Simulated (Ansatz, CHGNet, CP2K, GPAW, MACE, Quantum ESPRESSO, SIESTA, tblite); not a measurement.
**Quantum ESPRESSO on generalised stacking fault on (112) of a Nb-Li solid solution (54 atoms): settings compared**

How far do other settings of Quantum ESPRESSO move the forces in generalised stacking fault on (112) of a Nb-Li solid solution (54 atoms)? One run of the same program serves as the yardstick.

Program: Quantum ESPRESSO 7.5. Level of theory: the method is named at each step. Results are calculated unless marked as measured.

### Step 1. Set-up

The cell holds 54 atoms: 30 Nb and 24 Li. Its edges and angles: a = 8.820 Å, b = 4.801 Å, c = 25.166 Å, α = 90.0°, β = 87.8°, γ = 90.0°. Bcc Nb lattice (a = 3.3949 Å, the value set for the mixture), cell with z along [112], 3 x 1 x 3 periods; the third cell vector is tilted by 0.333 of 1/2<111> (its sense, twinning or antitwinning, isn't checked) and lengthened by 0.2 Å, so the cell holds one fault; displaced by a Gaussian of 0.01 Å; 24 of 54 Nb sites given to Li at random (lattice constant by Vegard's rule between Nb and Li). Then every atom was moved at random, 0.05 Å r.m.s. a Cartesian component. The structure's axis is c.

The yardstick, on the same geometry:

```
method                 : Kohn-Sham DFT, PBE, SSSP efficiency 1.3.0 pseudopotentials, plane waves (Quantum ESPRESSO 7.5); sssp-pbe-1.3.0-efficiency, cutoffs 45/360 Ry, Γ point
r.m.s. force component : 0.8353 eV/Å
longest force          : 3.321 eV/Å
pressure               : -12.39 GPa
time                   : 10 min on 2 MPI ranks of Arm Neoverse V1, shared host
CPU time               : 21 min
```

### Step 2. PBE, sssp-1.3.0-efficiency, 20/160 Ry

Method: Kohn-Sham DFT, PBE, SSSP efficiency 1.3.0 pseudopotentials, plane waves.

The input, pw.in:

```
&control
  calculation = 'scf'
  pseudo_dir = './pseudo'
  outdir = './tmp'
  disk_io = 'none'
  tprnfor = .true.
  tstress = .true.
/
&system
  ibrav = 0
  nat = 54
  ntyp = 2
  ecutwfc = 20
  ecutrho = 160
  nosym = .true.
  occupations = 'smearing'
  smearing = 'fd'
  degauss = 0.003675
/
&electrons
  conv_thr = 2.7e-07
  electron_maxstep = 100
  mixing_beta = 0.2
  mixing_mode = 'local-TF'
  diagonalization = 'david'
/
ATOMIC_SPECIES
Nb 92.906 Nb.upf
Li 6.940 Li.upf
CELL_PARAMETERS angstrom
8.82021 0.00000 0.00000
0.00000 4.80111 0.00000
0.98001 0.00000 25.14732
ATOMIC_POSITIONS crystal
Nb 0.55275 0.99223 0.99178
Nb 0.22767 0.98749 0.99104
Li 0.89346 0.00375 0.99489
Nb 0.76692 0.50888 0.05166
Nb 0.44341 0.49407 0.05265
Li 0.10851 0.49941 0.05595
Li 0.87420 0.99540 0.11047
Li 0.55083 0.99452 0.11003
Nb 0.19911 0.00871 0.11167
Nb 0.64843 0.50553 0.16501
Li 0.31611 0.50527 0.16768
Li 0.97197 0.50587 0.16899
Nb 0.76037 0.99169 0.21751
Nb 0.41160 0.00832 0.21788
Li 0.09026 0.00637 0.21593
Li 0.85341 0.50445 0.27707
Li 0.52341 0.50971 0.27402
Li 0.19576 0.51227 0.27529
Li 0.62458 0.98172 0.33596
Li 0.28768 0.98513 0.32910
Li 0.96133 0.99277 0.32921
Nb 0.73679 0.49762 0.39023
Nb 0.40272 0.50169 0.38766
Li 0.07125 0.50213 0.38603
Nb 0.83972 0.01312 0.44192
Nb 0.49971 0.99865 0.44461
Li 0.16903 0.00827 0.44183
Nb 0.61308 0.49927 0.49766
Nb 0.28421 0.49860 0.49645
Li 0.95587 0.49036 0.49748
Nb 0.72209 0.99467 0.55375
Nb 0.38166 0.99418 0.54795
Nb 0.04920 0.00575 0.54843
Nb 0.82049 0.50571 0.60460
Li 0.48573 0.50576 0.60775
Li 0.15530 0.49863 0.60630
Nb 0.59752 0.99147 0.65989
Li 0.25776 0.00580 0.66015
Li 0.92851 0.00289 0.66425
Nb 0.69197 0.50572 0.71631
Li 0.35786 0.49009 0.71833
Nb 0.02557 0.48621 0.71497
Nb 0.79759 0.99313 0.77400
Nb 0.46114 0.00237 0.77263
Nb 0.13454 0.99054 0.77391
Nb 0.57682 0.51335 0.83008
Nb 0.23810 0.49715 0.82748
Li 0.90943 0.49766 0.83209
Nb 0.67569 0.00303 0.88062
Nb 0.34952 0.00838 0.88195
Nb 0.00466 0.00241 0.88308
Nb 0.78630 0.48442 0.93592
Li 0.44923 0.50258 0.93870
Li 0.11556 0.50409 0.93558
K_POINTS gamma
```

On the command line:

```
$ OMP_NUM_THREADS=1 mpirun -np 2 pw.x -in pw.in > output.txt
```

Output:

```text
Program PWSCF
     gamma-point specific algorithms are used
     Parallelization info
     sticks:   dense  smooth     PW     G-vecs:    dense   smooth      PW
     Min         966     479    121               122856    43341    5451
     Max         969     480    122               122877    43350    5452
     Sum        1935     959    243               245733    86691   10903
     bravais-lattice index     =            0
     lattice parameter (alat)  =      16.6678  a.u.
     unit-cell volume          =    7186.3587 (a.u.)^3
     number of atoms/cell      =           54
     number of atomic types    =            2
     number of electrons       =       462.00
     number of Kohn-Sham states=          277
     kinetic-energy cutoff     =      20.0000  Ry
     charge density cutoff     =     160.0000  Ry
     scf convergence threshold =      2.7E-07
     mixing beta               =       0.2000
     number of iterations used =            8  local-TF  mixing
     Exchange-correlation=  SLA  PW   PBX  PBC
                           (   1   4   3   4   0   0   0)
     crystal axes: (cart. coord. in units of alat)
               a(1) = (   1.000000   0.000000   0.000000 )
               a(2) = (   0.000000   0.544331   0.000000 )
               a(3) = (   0.111110   0.000000   2.851102 )
     reciprocal axes: (cart. coord. in units 2 pi/alat)
               b(1) = (  1.000000  0.000000 -0.038971 )
               b(2) = (  0.000000  1.837119  0.000000 )
               b(3) = (  0.000000  0.000000  0.350742 )
     PseudoPot. # 1 for Nb:
     Pseudo is Projector augmented-wave + core cor, Zval = 13.0
     PseudoPot. # 2 for Li:
     Pseudo is Ultrasoft, Zval =  3.0
     atomic species   valence    mass     pseudopotential
     Nb               13.00    92.90600     Nb( 1.00)
     Li                3.00     6.94000     Li( 1.00)
     No symmetry found
   Cartesian axes
     number of k points=     1  Fermi-Dirac smearing, width (Ry)=  0.0037
                       cart. coord. in units 2pi/alat
        k(    1) = (   0.0000000   0.0000000   0.0000000), wk =   2.0000000
     Dense  grid:   122867 G-vectors     FFT dimensions: (  72,  40, 192)
     Smooth grid:    43346 G-vectors     FFT dimensions: (  48,  25, 135)
     Check: negative core charge=   -0.000060
     Initial potential from superposition of free atoms
     starting charge     451.1185, renormalised to     462.0000
     Starting wfcs are  420 randomized atomic wfcs
     Self-consistent Calculation
     iteration #  1     ecut=    20.00 Ry     beta= 0.20
     negative rho (up, down):  8.262E-06 0.000E+00
     total energy              =  -10512.49263326 Ry
     estimated scf accuracy    <    6299.68341152 Ry
     iteration #  2     ecut=    20.00 Ry     beta= 0.20
     negative rho (up, down):  7.890E-01 0.000E+00
     total energy              =  -10197.20969532 Ry
     estimated scf accuracy    <    5515.36809315 Ry
     iteration #  3     ecut=    20.00 Ry     beta= 0.20
     negative rho (up, down):  6.736E-02 0.000E+00
     total energy              =  -10381.43454801 Ry
     estimated scf accuracy    <     945.31157015 Ry
     iteration #  4     ecut=    20.00 Ry     beta= 0.20
     negative rho (up, down):  6.253E-01 0.000E+00
     total energy              =  -10419.18775230 Ry
     estimated scf accuracy    <     871.17650260 Ry
     iteration #  5     ecut=    20.00 Ry     beta= 0.20
     negative rho (up, down):  6.764E-01 0.000E+00
     total energy              =  -10307.33071449 Ry
     estimated scf accuracy    <     977.48988928 Ry
     iteration #  6     ecut=    20.00 Ry     beta= 0.20
     negative rho (up, down):  5.497E-03 0.000E+00
     total energy              =  -10369.73978436 Ry
     estimated scf accuracy    <    1356.66862543 Ry
[...]
negative rho (up, down):  2.110E-04 0.000E+00
[...]
negative rho (up, down):  8.747E-05 0.000E+00
[...]
negative rho (up, down):  7.745E-06 0.000E+00
[...]
total energy              =  -10366.40389333 Ry
[...]
iteration # 39     ecut=    20.00 Ry     beta= 0.20
     total energy              =  -10366.40389336 Ry
     estimated scf accuracy    <       0.00000143 Ry
     iteration # 40     ecut=    20.00 Ry     beta= 0.20
     total energy              =  -10366.40389365 Ry
     estimated scf accuracy    <       0.00000057 Ry
     iteration # 41     ecut=    20.00 Ry     beta= 0.20
     End of self-consistent calculation
          k = 0.0000 0.0000 0.0000 (  5452 PWs)   bands (ev):
   -46.7497 -46.6648 -46.6505 -46.6417 -46.5431 -46.5200 -46.5181 -46.4917
   -46.4891 -46.4810 -46.4766 -46.4382 -46.4116 -46.3886 -46.3664 -46.3555
   -46.3433 -46.3419 -46.3310 -46.3271 -46.3101 -46.2577 -46.2101 -46.1628
   -46.1553 -46.1424 -45.9386 -45.8146 -45.8082 -45.6671 -37.0166 -36.7033
   -36.6484 -36.5861 -36.4998 -36.4821 -36.4690 -36.0860 -36.0489 -36.0176
   -36.0040 -35.9688 -35.9469 -35.9300 -35.8766 -35.8161 -35.7869 -35.6837
[...]
10.2173  10.2759  10.3152  10.4227  10.4371  10.4982  10.5226  10.5619
    10.5968  10.6128  10.7050  10.7786  10.8602  10.8838  10.9256  10.9661
    10.9723  11.0057  11.1057  11.1357  11.1957  11.2164  11.2366  11.2660
    11.2993  11.3710  11.3954  11.4594  11.4889
     the Fermi energy is     9.5042 ev
!    total energy              =  -10366.40389357 Ry
     estimated scf accuracy    <       0.00000026 Ry
     smearing contrib. (-TS)   =      -0.03440697 Ry
     internal energy E=F+TS    =  -10366.36948661 Ry
     The total energy is F=E-TS. E is the sum of the following terms:
     one-electron contribution =   -2862.12918218 Ry
     hartree contribution      =    1537.47637954 Ry
     xc contribution           =    -939.47170061 Ry
     ewald contribution        =   -1851.34560372 Ry
     one-center paw contrib.   =   -6250.89937964 Ry
     convergence has been achieved in  41 iterations
     Forces acting on atoms (cartesian axes, Ry/au):
     atom    1 type  1   force =     0.08615731    0.00545159   -0.01021801
     atom    2 type  1   force =     0.09228896    0.00690668    0.04684492
     atom    3 type  2   force =    -0.01114575   -0.00270980    0.00296612
     atom    4 type  1   force =    -0.11414484   -0.00289343   -0.05338378
     atom    5 type  1   force =    -0.07548875   -0.00157795    0.03357749
     atom    6 type  2   force =     0.01215209   -0.00042274   -0.00508823
[...]
atom   52 type  1   force =     0.01531497    0.00373574    0.06959740
     atom   53 type  2   force =    -0.01405583   -0.00108758   -0.00504958
     atom   54 type  2   force =     0.01198640   -0.00522363    0.01202835
     Total force =     0.423005     Total SCF correction =     0.001972
     Computing stress (Cartesian axis) and pressure
          total   stress  (Ry/bohr**3)                   (kbar)     P=     -736.89
  -0.00477236  -0.00000115   0.00023720         -702.04       -0.17       34.89
  -0.00000115  -0.00565555  -0.00000951           -0.17     -831.96       -1.40
   0.00023720  -0.00000951  -0.00459993           34.89       -1.40     -676.67
     Message from routine punch:
     Nothing written, as per user request (disk_io='none')
```

The job ended after 4.4 min (2 MPI ranks of Arm Neoverse V1, shared host; peak memory 0.72 GiB).

Banners, paths, timers and routine set-up lines are dropped from the logs unmarked, and long logs keep their key lines alone; longer cuts are marked.

Numbers from this run, and their distance from the reference:

| Property | Result |
| --- | --- |
| r.m.s. force component | 0.8545 eV/Å |
| r.m.s. difference of force components | 149.1 meV/Å |
| longest difference of force vectors | 568.6 meV/Å |
| force difference over r.m.s. force | 17.85 % |
| slope of forces against the reference's | 1.007 |
| correlation of force components | 0.9847 |
| pressure | -73.69 GPa |
| pressure difference | -61.29 GPa |
| energy less the same-level run's | 1931 meV/atom |
| r.m.s. force difference from the same-level run | 149.1 meV/Å |

This is a coarse setting, run to see what it loses.

Length of the force difference by element (eV/Å):

```csv
element,atoms,mean,most
Li,24,0.020,0.042
Nb,30,0.31,0.57
```

A closer look about Nb4, which bears the longest force: 9 atoms, nearest first, numbered in the order of the input, with positions taken from that point.

```csv
atom,x,y,z,distance (Å),Fx,Fy,Fz (eV/Å)
Nb4,0.00,0.00,0.00,0.00,-2.93,-0.07,-1.37
Nb5,-2.85,-0.07,0.02,2.85,-1.94,-0.04,0.86
Nb52,0.06,-0.12,-2.91,2.91,0.39,0.10,1.79
Li7,1.00,2.34,1.48,2.94,-0.54,0.12,-0.35
Li3,1.06,2.38,-1.43,2.97,-0.29,-0.07,0.08
Nb10,-0.93,-0.02,2.85,3.00,-1.98,0.09,-0.76
Li3,1.06,-2.43,-1.43,3.01,-0.29,-0.07,0.08
Li6,3.02,-0.05,0.11,3.02,0.31,-0.01,-0.13
Li7,1.00,-2.47,1.48,3.05,-0.54,0.12,-0.35
```

Forces lie 18 % from the reference's, at 0.43 times its CPU time.

The difference per atom is largest on Nb (0.31 eV/Å on average, against 0.020 on Li).

Within one program, basis, potentials and functional, energies share a zero. Each run against its twin at the usual cutoff or grid and solver:

```csv
run,twin,Δ energy (meV/atom),"Δ force, r.m.s. (meV/Å)",CPU time over the twin's
"QE PBE, sssp-1.3.0-efficiency, 20/160 Ry","sssp-1.3.0-efficiency, 45/360 Ry",1931,149,0.43
```

Further runs of this program without a result: QE PBE, sssp-1.3.0-efficiency, 45/360 Ry, cg (cut off at its time limit).

### Step 3. Summary of results

| Quantity | Value |
| --- | --- |
| force difference from the reference | QE PBE, sssp-1.3.0-efficiency, 20/160 Ry (coarse), 18 % |
| its CPU time | 8.9 min |

Runs with settings chosen to be coarse differ by 18 % (QE PBE, sssp-1.3.0-efficiency, 20/160 Ry). One electronic-structure run takes under half the reference's CPU time: QE PBE, sssp-1.3.0-efficiency, 20/160 Ry, at 18 % in 8.9 min against 21 min; its pressure misses by -61.3 GPa. In pressure, QE PBE, sssp-1.3.0-efficiency, 20/160 Ry misses by -61.3 GPa, at the same functional; a cutoff this low leaves a large Pulay stress. The reference's pressure holds the uncorrected Pulay stress of its 45 Ry basis, so small pressure differences, and their order, may be the reference's own error. The cell is under 6 Å thick along one periodic direction, so every atom has periodic images of itself close by, which move with it and show among its neighbours and in g(r). The reference's stress is far from hydrostatic: its diagonal is -9.5, -22.4, -5.2 GPa, compression counted positive. The host structure and its lattice constant were typed by rule, without a check against the phase diagram. The reference's pressure of -12 GPa says that the cell would shrink at this level of theory. The electronic-structure runs sample only Γ, in a cell whose shortest periodic width is 5 Å, which is coarse for a cell with partly filled levels.

[Also dropped from logs without a mark: logging warnings of Python, and SIESTA's first energy breakdown and zero terms.]

[Logs are printed without paths, hosts, clocks, repeated set-up lines and the standing remarks that a program may print on its own settings, such as how far it seeks lower states.]

[Hosts, paths, dates, database ids (printed as entryN), source tags and the programs' standing remarks are cut or masked in the printed files.]
